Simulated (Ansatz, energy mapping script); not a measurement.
# Spin model of FeI2 monolayer from collinear orders, part 2 of 2

Wanted: the magnetic order of FeI2 monolayer, its couplings and an estimate of its ordering temperature, by LDA+U (4.95 eV).

LDA with U = 4.95 eV on Fe d, ortho-atomic projectors; plane waves, U on orthogonalised atomic orbitals unless named otherwise, collinear spin, no spin–orbit coupling.

So far. Step 4 (Order 2: compensated +−, cell A of 6 atoms): The run ends antiferromagnetic, 0.35 meV a magnetic atom above the parallel order of its cell. Step 5 (Order 3: parallel, cell B of 9 atoms): The run ends ferromagnetic. For each magnetic atom its energy differs from the parallel run of the first cell by -2.11 meV, an error that one common reference would have brought in.

## Step 6: Uncompensated ++− start in cell B (9 atoms)

This order reverses 4 of the 6 neighbours at 4.04 Å, 0 of the 6 neighbours at 7.00 Å and 4 of the 6 neighbours at 8.08 Å, counted for an average magnetic atom.

input.yaml

```yaml
crystal:
  lattice:
    - [1.0e-09, 6.997485632, 0.0]
    - [-6.060000318, 10.496228448, 0.0]
    - [0.0, 0.0, 18.375]
  atoms:
    - { symbol: Fe, position: [0.0, 0.0, 0.5], spin: 4.0 }
    - { symbol: Fe, position: [0.0, 0.333333333, 0.5], spin: 4.0 }
    - { symbol: Fe, position: [0.0, 0.666666667, 0.5], spin: -4.0 }
    - { symbol: I, position: [0.666666667, 0.666666666, 0.591837] }
    - { symbol: I, position: [0.666666667, 0.0, 0.591837] }
    - { symbol: I, position: [0.666666667, 0.333333333, 0.591837] }
    - { symbol: I, position: [0.333333333, 0.0, 0.408163] }
    - { symbol: I, position: [0.333333333, 0.333333334, 0.408163] }
    - { symbol: I, position: [0.333333333, 0.666666667, 0.408163] }
magnetization:
  spin_polarized: true
kpoints:
  mp_grid: { grid: [6, 6, 1] }
hamiltonian:
  xc: lda
  hubbard:
    sites:
      - { species: Fe, l: d, u_eff: 4.95 }
      - { site: 0, l: d, u_eff: 4.95, starting_ns: [{ spin: up, occupation_matrix: fe1_major }, { spin: down, occupation_matrix: fe1_minor }] }
      - { site: 1, l: d, u_eff: 4.95, starting_ns: [{ spin: up, occupation_matrix: fe1_major }, { spin: down, occupation_matrix: fe1_minor }] }
      - { site: 2, l: d, u_eff: 4.95, starting_ns: [{ spin: up, occupation_matrix: fe1_minor }, { spin: down, occupation_matrix: fe1_major }] }
    projectors: ortho-atomic
    occupation_matrices:
      fe1_major:
        matrix:
          - [0.999, 0.0, 0.0, 0.0, 0.0]
          - [0.0, 0.998, 0.0, 0.0, 0.0]
          - [0.0, 0.0, 0.998, 0.0, 0.0]
          - [0.0, 0.0, 0.0, 0.998, 0.0]
          - [0.0, 0.0, 0.0, 0.0, 0.998]
      fe1_minor:
        matrix:
          - [0.022, -0.005, 0.003, -0.002, 0.003]
          - [-0.005, 0.194, 0.131, 0.183, 0.054]
          - [0.003, 0.131, 0.344, 0.265, 0.183]
          - [-0.002, 0.183, 0.265, 0.572, 0.301]
          - [0.003, 0.054, 0.183, 0.301, 0.223]
scf:
  occupations: { method: fermi_dirac, width: 0.05 }
output:
  eigenvalues: true
```

The run is started by

```console
> ansatz run input.yaml --threads 4 --pin off --max-ram 8192MiB --backend cpu --events-out ev --progress --plain --runs-dir out
```

Numbers of over 12 decimals in the logs are rounded to 6 here.

Log:

```text
[...]
Crystal: 9 atoms, lattice volume = 779.188 Å³
Basis set: ecut = 420 eV, 15283 PW (Γ)
Bands: 98, of which v1, the nominal top of the filled ones, is band 75 counted from 1 (74 counted from 0)
Symmetry: 2 space group operations
k-points: 20 of 36
[...]
Starting moments: Σ|m| = 12 μB on 3 of 9 sites
[...]
k-point 1 ↑: bands = [... 71 lower, -2.2824, -2.1779, -2.1375, -1.9781, -1.6868, -1.5924, 0.7561, 0.8757, ... 19 higher]
  k-point 2 ↑: bands = [... 71 lower, -2.5448, -2.4469, -2.2660, -1.9539, -1.8604, -1.8190, 0.8112, 0.8430, ... 19 higher]
  k-point 19 ↓: bands = [... 71 lower, -2.1017, -1.8264, 0.5398, 0.8382, 0.9002, 0.9442, 0.9496, 0.9991, ... 19 higher]
Occupation matrices written to <dir>
[key lines of the parts left out:]
SCF converged after 17 iterations
Magnetization: 4.0000 μB (77.0000 up, 73.0000 down)
Free energy (F): -57389.772892 eV
Fermi energy:    -0.491250 eV
```

Run time: 2.1 min. Hardware: 4 threads of Arm Neoverse V1, shared host; peak memory 3.6 GiB.

The run ends ferrimagnetic, 1.14 meV a magnetic atom below the parallel order of its cell.

## Step 7: Run 5 (parallel; cell C, 9 atoms)

The parallel order again, as the reference for this cell.

This run holds the same structure in another cell (a 6.997 → 4.040 Å, γ 30.0 → 120.0°).

input.yaml

```yaml
crystal:
  lattice:
    - [4.040000213, 0.0, 0.0]
    - [-6.060000318, 10.496228448, 0.0]
    - [0.0, 0.0, 18.375]
  atoms:
    - { symbol: Fe, position: [0.0, 0.0, 0.5], spin: 4.0 }
    - { symbol: Fe, position: [0.0, 0.333333333, 0.5], spin: 4.0 }
    - { symbol: Fe, position: [0.0, 0.666666667, 0.5], spin: 4.0 }
    - { symbol: I, position: [0.666666667, 0.111111111, 0.591837] }
    - { symbol: I, position: [0.666666667, 0.444444444, 0.591837] }
    - { symbol: I, position: [0.666666667, 0.777777778, 0.591837] }
    - { symbol: I, position: [0.333333333, 0.222222222, 0.408163] }
    - { symbol: I, position: [0.333333333, 0.555555556, 0.408163] }
    - { symbol: I, position: [0.333333333, 0.888888889, 0.408163] }
magnetization:
  spin_polarized: true
kpoints:
  mp_grid: { grid: [6, 2, 1] }
hamiltonian:
  xc: lda
  hubbard:
    sites:
      - { species: Fe, l: d, u_eff: 4.95 }
      - { site: 0, l: d, u_eff: 4.95, starting_ns: [{ spin: up, occupation_matrix: fe1_major }, { spin: down, occupation_matrix: fe1_minor }] }
      - { site: 1, l: d, u_eff: 4.95, starting_ns: [{ spin: up, occupation_matrix: fe1_major }, { spin: down, occupation_matrix: fe1_minor }] }
      - { site: 2, l: d, u_eff: 4.95, starting_ns: [{ spin: up, occupation_matrix: fe1_major }, { spin: down, occupation_matrix: fe1_minor }] }
    projectors: ortho-atomic
    occupation_matrices:
      fe1_major:
        matrix:
          - [0.999, 0.0, 0.0, 0.0, 0.0]
          - [0.0, 0.998, 0.0, 0.0, 0.0]
          - [0.0, 0.0, 0.998, 0.0, 0.0]
          - [0.0, 0.0, 0.0, 0.998, 0.0]
          - [0.0, 0.0, 0.0, 0.0, 0.998]
      fe1_minor:
        matrix:
          - [0.022, -0.005, 0.003, -0.002, 0.003]
          - [-0.005, 0.194, 0.131, 0.183, 0.054]
          - [0.003, 0.131, 0.344, 0.265, 0.183]
          - [-0.002, 0.183, 0.265, 0.572, 0.301]
          - [0.003, 0.054, 0.183, 0.301, 0.223]
scf:
  occupations: { method: fermi_dirac, width: 0.05 }
output:
  eigenvalues: true
```

Log:

```text
[...]
Crystal: 9 atoms, lattice volume = 779.188 Å³
Basis set: ecut = 420 eV, 15289 PW (Γ)
Bands: 98, of which v1, the nominal top of the filled ones, is band 75 counted from 1 (74 counted from 0)
Symmetry: 6 space group operations
k-points: 8 of 12
[...]
Starting moments: Σ|m| = 12 μB on 3 of 9 sites
[...]
k-point 1 ↑: bands = [... 71 lower, -2.5796, -2.5796, -2.3059, -2.3059, -2.1181, -2.1181, -2.0868, -1.7030, ... 19 higher]
  k-point 2 ↑: bands = [... 71 lower, -2.8965, -2.6452, -2.5796, -2.3242, -2.3059, -2.2018, -2.1182, -2.0091, ... 19 higher]
  k-point 7 ↓: bands = [... 71 lower, 0.7249, 0.9635, 0.9975, 0.9975, 1.0982, 1.0982, 1.1038, 1.6368, ... 19 higher]
Occupation matrices written to <dir>
[key lines of the parts left out:]
SCF converged after 15 iterations
Magnetization: 12.0000 μB (81.0000 up, 69.0000 down)
Free energy (F): -57389.763141 eV
Fermi energy:    -0.477871 eV
```

The job ended after 46 s (4 threads; peak memory 2.3 GiB; 2.9 min of CPU time).

The run ends ferromagnetic. For each magnetic atom its energy differs from the parallel run of the first cell by 0.00 meV, an error that one common reference would have brought in.

## Step 8: Run 6 (uncompensated ++−; cell C, 9 atoms)

This order reverses 2.67 of the 6 neighbours at 4.04 Å, 4 of the 6 neighbours at 7.00 Å and 2.67 of the 6 neighbours at 8.08 Å, counted for an average magnetic atom.

Edit input.yaml of step 7 so:

```diff
@@ -8,3 +8,3 @@
     - { symbol: Fe, position: [0.0, 0.333333333, 0.5], spin: 4.0 }
-    - { symbol: Fe, position: [0.0, 0.666666667, 0.5], spin: 4.0 }
+    - { symbol: Fe, position: [0.0, 0.666666667, 0.5], spin: -4.0 }
     - { symbol: I, position: [0.666666667, 0.111111111, 0.591837] }
@@ -26,3 +26,3 @@
       - { site: 1, l: d, u_eff: 4.95, starting_ns: [{ spin: up, occupation_matrix: fe1_major }, { spin: down, occupation_matrix: fe1_minor }] }
-      - { site: 2, l: d, u_eff: 4.95, starting_ns: [{ spin: up, occupation_matrix: fe1_major }, { spin: down, occupation_matrix: fe1_minor }] }
+      - { site: 2, l: d, u_eff: 4.95, starting_ns: [{ spin: up, occupation_matrix: fe1_minor }, { spin: down, occupation_matrix: fe1_major }] }
     projectors: ortho-atomic
```

Log:

```text
[...]
Crystal: 9 atoms, lattice volume = 779.188 Å³
Basis set: ecut = 420 eV, 15289 PW (Γ)
Bands: 98, of which v1, the nominal top of the filled ones, is band 75 counted from 1 (74 counted from 0)
Symmetry: 2 space group operations
k-points: 8 of 12
[...]
Starting moments: Σ|m| = 12 μB on 3 of 9 sites
[...]
k-point 1 ↑: bands = [... 71 lower, -2.2771, -2.1504, -2.0848, -2.0451, -1.5852, -1.4002, 0.7404, 0.8989, ... 19 higher]
  k-point 2 ↑: bands = [... 71 lower, -2.5148, -2.2454, -2.1611, -2.0680, -2.0126, -1.5566, 0.8172, 0.8587, ... 19 higher]
  k-point 7 ↓: bands = [... 71 lower, -2.1115, -1.9162, 0.5407, 0.6927, 0.9119, 1.0095, 1.0751, 1.0776, ... 19 higher]
Occupation matrices written to <dir>
[key lines of the parts left out:]
SCF converged after 44 iterations
Magnetization: 4.0000 μB (77.0000 up, 73.0000 down)
Free energy (F): -57389.768702 eV
Fermi energy:    -0.445520 eV
```

The job ended after 5.1 min (4 threads; peak memory 3.6 GiB; 20 min of CPU time).

The run ends ferrimagnetic, 1.85 meV a magnetic atom below the parallel order of its cell.

## Step 9: Order 7: parallel, cell D of 12 atoms

A new cell needs its own zero of energy.

input.yaml

```yaml
crystal:
  lattice:
    - [4.040000213, 0.0, 0.0]
    - [-8.080000424, 13.994971264, 0.0]
    - [0.0, 0.0, 18.375]
  atoms:
    - { symbol: Fe, position: [0.0, 0.0, 0.5], spin: 4.0 }
    - { symbol: Fe, position: [0.0, 0.25, 0.5], spin: 4.0 }
    - { symbol: Fe, position: [0.0, 0.5, 0.5], spin: 4.0 }
    - { symbol: Fe, position: [0.0, 0.75, 0.5], spin: 4.0 }
    - { symbol: I, position: [0.666666667, 0.083333333, 0.591837] }
    - { symbol: I, position: [0.666666667, 0.333333333, 0.591837] }
    - { symbol: I, position: [0.666666667, 0.583333333, 0.591837] }
    - { symbol: I, position: [0.666666667, 0.833333333, 0.591837] }
    - { symbol: I, position: [0.333333333, 0.166666667, 0.408163] }
    - { symbol: I, position: [0.333333333, 0.416666667, 0.408163] }
    - { symbol: I, position: [0.333333333, 0.666666667, 0.408163] }
    - { symbol: I, position: [0.333333333, 0.916666667, 0.408163] }
magnetization:
  spin_polarized: true
kpoints:
  mp_grid: { grid: [8, 2, 1] }
hamiltonian:
  xc: lda
  hubbard:
    sites:
      - { species: Fe, l: d, u_eff: 4.95 }
      - { site: 0, l: d, u_eff: 4.95, starting_ns: [{ spin: up, occupation_matrix: fe1_major }, { spin: down, occupation_matrix: fe1_minor }] }
      - { site: 1, l: d, u_eff: 4.95, starting_ns: [{ spin: up, occupation_matrix: fe1_major }, { spin: down, occupation_matrix: fe1_minor }] }
      - { site: 2, l: d, u_eff: 4.95, starting_ns: [{ spin: up, occupation_matrix: fe1_major }, { spin: down, occupation_matrix: fe1_minor }] }
      - { site: 3, l: d, u_eff: 4.95, starting_ns: [{ spin: up, occupation_matrix: fe1_major }, { spin: down, occupation_matrix: fe1_minor }] }
    projectors: ortho-atomic
    occupation_matrices:
      fe1_major:
        matrix:
          - [0.999, 0.0, 0.0, 0.0, 0.0]
          - [0.0, 0.998, 0.0, 0.0, 0.0]
          - [0.0, 0.0, 0.998, 0.0, 0.0]
          - [0.0, 0.0, 0.0, 0.998, 0.0]
          - [0.0, 0.0, 0.0, 0.0, 0.998]
      fe1_minor:
        matrix:
          - [0.022, -0.005, 0.003, -0.002, 0.003]
          - [-0.005, 0.194, 0.131, 0.183, 0.054]
          - [0.003, 0.131, 0.344, 0.265, 0.183]
          - [-0.002, 0.183, 0.265, 0.572, 0.301]
          - [0.003, 0.054, 0.183, 0.301, 0.223]
scf:
  occupations: { method: fermi_dirac, width: 0.05 }
output:
  eigenvalues: true
```

Log:

```text
[...]
Crystal: 12 atoms, lattice volume = 1038.917 Å³
Basis set: ecut = 420 eV, 20323 PW (Γ)
Bands: 130, of which v1, the nominal top of the filled ones, is band 100 counted from 1 (99 counted from 0)
Symmetry: 8 space group operations
k-points: 10 of 16
[...]
Starting moments: Σ|m| = 16 μB on 4 of 12 sites
[...]
k-point 1 ↑: bands = [... 96 lower, -2.4725, -2.4725, -2.1403, -2.1403, -1.9995, -1.9995, -1.9537, -1.9537, ... 26 higher]
  k-point 2 ↑: bands = [... 96 lower, -2.6638, -2.5540, -2.4724, -2.2213, -2.1832, -1.9995, -1.9631, -1.9536, ... 26 higher]
  k-point 9 ↓: bands = [... 96 lower, 0.8319, 0.8319, 1.0255, 1.0255, 1.1183, 1.1183, 1.1505, 1.1505, ... 26 higher]
Occupation matrices written to <dir>
[key lines of the parts left out:]
SCF converged after 17 iterations
Magnetization: 16.0000 μB (108.0000 up, 92.0000 down)
Free energy (F): -76519.691842 eV
Fermi energy:    -0.477953 eV
```

Run time: 2 min. Hardware: 4 threads; peak memory 4 GiB.

The run ends ferromagnetic. For each magnetic atom its energy differs from the parallel run of the first cell by -1.91 meV, an error that one common reference would have brought in.

## Step 10: Run 8 (compensated ++−−; cell D, 12 atoms)

This order reverses 2 of the 6 neighbours at 4.04 Å, 4 of the 6 neighbours at 7.00 Å and 4 of the 6 neighbours at 8.08 Å, counted for an average magnetic atom.

Edit input.yaml of step 9 so:

```diff
@@ -8,4 +8,4 @@
     - { symbol: Fe, position: [0.0, 0.25, 0.5], spin: 4.0 }
-    - { symbol: Fe, position: [0.0, 0.5, 0.5], spin: 4.0 }
-    - { symbol: Fe, position: [0.0, 0.75, 0.5], spin: 4.0 }
+    - { symbol: Fe, position: [0.0, 0.5, 0.5], spin: -4.0 }
+    - { symbol: Fe, position: [0.0, 0.75, 0.5], spin: -4.0 }
     - { symbol: I, position: [0.666666667, 0.083333333, 0.591837] }
@@ -29,4 +29,4 @@
       - { site: 1, l: d, u_eff: 4.95, starting_ns: [{ spin: up, occupation_matrix: fe1_major }, { spin: down, occupation_matrix: fe1_minor }] }
-      - { site: 2, l: d, u_eff: 4.95, starting_ns: [{ spin: up, occupation_matrix: fe1_major }, { spin: down, occupation_matrix: fe1_minor }] }
-      - { site: 3, l: d, u_eff: 4.95, starting_ns: [{ spin: up, occupation_matrix: fe1_major }, { spin: down, occupation_matrix: fe1_minor }] }
+      - { site: 2, l: d, u_eff: 4.95, starting_ns: [{ spin: up, occupation_matrix: fe1_minor }, { spin: down, occupation_matrix: fe1_major }] }
+      - { site: 3, l: d, u_eff: 4.95, starting_ns: [{ spin: up, occupation_matrix: fe1_minor }, { spin: down, occupation_matrix: fe1_major }] }
     projectors: ortho-atomic
```

Log:

```text
[...]
Crystal: 12 atoms, lattice volume = 1038.917 Å³
Basis set: ecut = 420 eV, 20323 PW (Γ)
Bands: 130, of which v1, the nominal top of the filled ones, is band 100 counted from 1 (99 counted from 0)
Symmetry: 2 space group operations
k-points: 10 of 16
[...]
Starting moments: Σ|m| = 16 μB on 4 of 12 sites
[...]
k-point 1 ↑: bands = [... 96 lower, -1.9164, -1.8874, -1.5952, -1.3995, 0.6803, 0.7942, 0.8526, 0.9659, ... 26 higher]
  k-point 2 ↑: bands = [... 96 lower, -1.9909, -1.9012, -1.8892, -1.6119, 0.7035, 0.8127, 0.8651, 0.9241, ... 26 higher]
  k-point 9 ↓: bands = [... 96 lower, -2.1539, -2.1441, -1.9579, -1.9516, 0.6003, 0.7328, 0.8404, 0.9811, ... 26 higher]
Occupation matrices written to <dir>
[key lines of the parts left out:]
SCF converged after 44 iterations
Magnetization: 0.0000 μB (100.0000 up, 100.0000 down)
Free energy (F): -76519.702301 eV
Fermi energy:    -0.444573 eV
```

Wall time 7 min (4 threads); peak memory 5.3 GiB; 27 min of CPU time.

The run ends antiferromagnetic, 2.61 meV a magnetic atom below the parallel order of its cell.

## Step 11: Mapping onto a Heisenberg model

Each energy difference is a sum of couplings weighted by the pairs that the order reverses. A few near shells are fitted to the differences by least squares. Energies are those extrapolated to zero occupation width, not the free energies F.

Energies from the parallel order of the same cell:

```csv
order,atoms,energy (meV a magnetic atom),moments (μB),moments kept as typed,"opposed neighbours at 4.04, 7.00, 8.08 Å"
parallel in cell A,6,0.00,3.64,yes,"0, 0, 0"
compensated +− in cell A,6,0.35,3.63,yes,"4, 4, 0"
parallel in cell B,9,0.00,3.64,yes,"0, 0, 0"
uncompensated ++− in cell B,9,-1.14,3.63 to 3.63,yes,"4, 0, 4"
parallel in cell C,9,0.00,3.64,yes,"0, 0, 0"
uncompensated ++− in cell C,9,-1.85,3.63 to 3.63,yes,"2.67, 4, 2.67"
parallel in cell D,12,0.00,3.64,yes,"0, 0, 0"
compensated ++−− in cell D,12,-2.61,3.63,yes,"2, 4, 4"
```

The Heisenberg fit (each pair counts twice, positive J is ferromagnetic):

```csv
pair,distance (Å),neighbours,J (meV)
Fe–Fe,4.04,6,0.156
Fe–Fe,7.00,6,-0.118
Fe–Fe,8.08,6,-0.299
```

The script's first fit left out a shell that the energies need; these couplings, and the temperatures drawn from them, were computed anew from the same energies.

Limits of this fit: couplings between layers, chains or clusters are absent from the fit or under 2 % of the largest, so temperatures below mark short-range order; the parallel runs differ by 2.1 meV between cells, so mesh or basis is not converged.

In mean field these couplings order at 9.96 K, and give a Curie–Weiss temperature of -12.1 K.

## Step 12: Finite temperature

Mean field ignores fluctuations and overstates the ordering temperature, so the model is also sampled. The heat capacity peaks where order sets in.

Classical unit spins with these couplings on 24×6×1 copies of a cell that holds the lowest order (576 spins), heat-bath sweeps, cooled from random directions, 300 sweeps to settle and 900 measured at each temperature.

```csv
T (K),heat capacity (k_B a spin)
1.2,1.01
2.22,1.16
3.25,1.62
4.28,1.13
5.31,0.92
6.33,0.75
6.85,0.68
7.87,0.51
8.9,0.55
9.93,0.41
11.0,0.41
```

The smoothed heat capacity has a broad peak at 3.3 K. An isotropic layer has no long-range order above 0 K, so no order parameter is shown.

## Step 13: Beside the first set of runs

The first set of orders, under LDA+U (1.49 eV), took 41 min of CPU time summed over its finished orders (seed run apart), these 78 min.

```csv
quantity,this set,first set
"J at 4.04 Å, meV",0.156,-0.120
"J at 7.00 Å, meV",-0.118,-0.680
"J at 8.08 Å, meV",-0.299,-0.479
"ordering temperature, mean field, K",9.96,20.7
"heat-capacity peak, Monte Carlo, K",3.3,6.2
```

The coupling that led in the first set goes from -0.680 to -0.118 meV.

## Step 14: Summary of results

| Property | Result |
| --- | --- |
| lowest order tried | compensated ++−− in cell D |
| largest fitted value, Fe–Fe at 8.08 Å | -0.299 meV |
| ordering temperature, mean field | 9.96 K |
| heat-capacity peak, Monte Carlo | 3.3 K |

**Reading.** Of the orders tried, FeI2 monolayer prefers the order “compensated ++−− in cell D” under LDA+U (4.95 eV), with 2 of 6 neighbours at 4.04 Å, 4 of 6 neighbours at 7.00 Å and 4 of 6 neighbours at 8.08 Å opposed. The model's best pattern is not among the orders that were run. The coupling at 8.08 Å is 0.62 times that of the first set, at 1.9 times the CPU time. The largest fitted coupling is the Fe–Fe pair at 8.08 Å, antiferromagnetic at -0.30 meV. The 4 differences hold only 3 independent equations for a pair model, so the fit of 3 couplings has none to spare and its small miss tests the pair form alone. In the fitted orders moments change by up to 0.29 % against the parallel run of the same cell, so their size stays put. The fit is in doubt: the parallel runs differ by 2.1 meV between cells, so mesh or basis is not converged. The couplings are then rough, the small ones most of all. The fitted couplings above 2 % of the largest link the moments within layers only, where isotropic couplings give no order above 0 K. The peak at 3.3 K marks where short-range order sets in on this finite lattice; real ordering needs anisotropy. The program narrowed the symmetry for the carried occupation matrices. Where that marks an ordered orbital filling, bonds of one length need not share one coupling; each fitted J is a mean over the bonds that the orders reverse.

[Logs and program files are shortened in this print: banners, set-up blocks, solver, clock and traceback lines can be left out without a mark of their own.]

[Logs are printed without paths, hosts, clocks, repeated set-up lines and the standing remarks that a program may print on its own settings, such as how far it seeks lower states.]

[Hosts, paths, dates, database ids (printed as entryN), source tags and the programs' standing remarks are cut or masked in the printed files.]

[Where a cell is said to come from a database of computed structures, the database is the Materials Project.]
